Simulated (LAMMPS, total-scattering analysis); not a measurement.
# Heating rock-salt solid solution (Cl0.26,Br0.43,I0.32)K: displacement factors, expansion and melting

The crystal is built from its structure type, relaxed with the potential and heated at zero pressure by classical molecular dynamics (LAMMPS) with the Lennard-Jones and Coulomb ion parameters for SPC/E (Joung and Cheatham, J. Phys. Chem. B 112, 9020 (2008)), full charges; 512 atoms (Br 21.3, Cl 12.9, I 15.8, K 50.0 atom %). Uiso is the variance of an atom's position about its mean, per direction. The dynamics are classical, so there is no zero-point motion. Distances and their variances come from the pair functions; G(r) = 4πrρ₀[g(r) − 1], where it appears, has X-ray or neutron weights and the resolution of a Lorch transform up to 20 Å⁻¹. All values are simulated. These ion parameters were fitted for water; with full charges and no polarisation the melts tend to be sluggish and to freeze at too high a temperature.

```
T (K)        state  cell edges (Å)  Uiso Br (Å²)  Uiso Cl (Å²)  Uiso I (Å²)  Uiso K (Å²)  Br–K mean (Å)  its variance (Å²)  density (g/cm³)
  100  crystalline           6.692        0.0063        0.0071       0.0056       0.0068          3.335             0.0097            2.713
  300  crystalline           6.745        0.0204        0.0226       0.0177       0.0223          3.369             0.0269            2.650
  420  crystalline           6.780        0.0308        0.0340       0.0273       0.0335          3.390             0.0389            2.608
 1100  crystalline           7.039        0.1334        0.1502       0.1141       0.1396          3.556             0.1607            2.332
 1550       liquid               -             -             -            -            -              -                  -            1.518
```

In the harmonic range U = 3ħ²T/(M k θ²), a line through the origin. The rows at 100 and 300 K give, as effective values by element: Br 6.73×10⁻⁵ Å²/K, θ = 164 K; Cl 7.50×10⁻⁵ Å²/K, θ = 234 K; I 5.88×10⁻⁵ Å²/K, θ = 140 K; K 7.37×10⁻⁵ Å²/K, θ = 225 K. At 300 K the first Br–K peak has variance 0.0269 Å², against 0.0427 Å² for independent atoms: neighbours move together (and where motion is anisotropic, less along the bond than Uiso suggests), which is what the δ₁ term models in PDF fits at high temperature. In a solid solution the peak also holds static size disorder, which Uiso about each atom's own mean leaves out. The mean volume expansion between 100 and 1100 K is 164×10⁻⁶ K⁻¹. At 1100 K, B = 8π²U = 11.86 Å² for Cl, which damps this element's own term in Bragg intensity at Q = 6 Å⁻¹ to 0 %, and √(3U) is 0.21 of its nearest peak distance (Cl–K, 3.15 Å). By 1550 K the order is gone and the mean density is 1.518 g/cm³, which averages over the melting if that fell inside the sampled stretch; a perfect periodic crystal superheats, so the model's melting point lies below the temperature at which it collapsed.

**Question.** At one more temperature the first peak has mean 3.519 Å and variance 0.1327 Å², and the X-ray G(r) has maxima 3.39 (1.0), 4.92 (1.5), 8.20 (1.3), 10.84 (1.0). What temperature, and what Uiso?

The variance interpolates to about 940 K; the run was at 960 K, with Uiso Br 0.0983, Cl 0.1046, I 0.0862, K 0.1038 Å².

[Logs are printed without paths, hosts, clocks, repeated set-up lines and the standing remarks that a program may print on its own settings, such as how far it seeks lower states.]
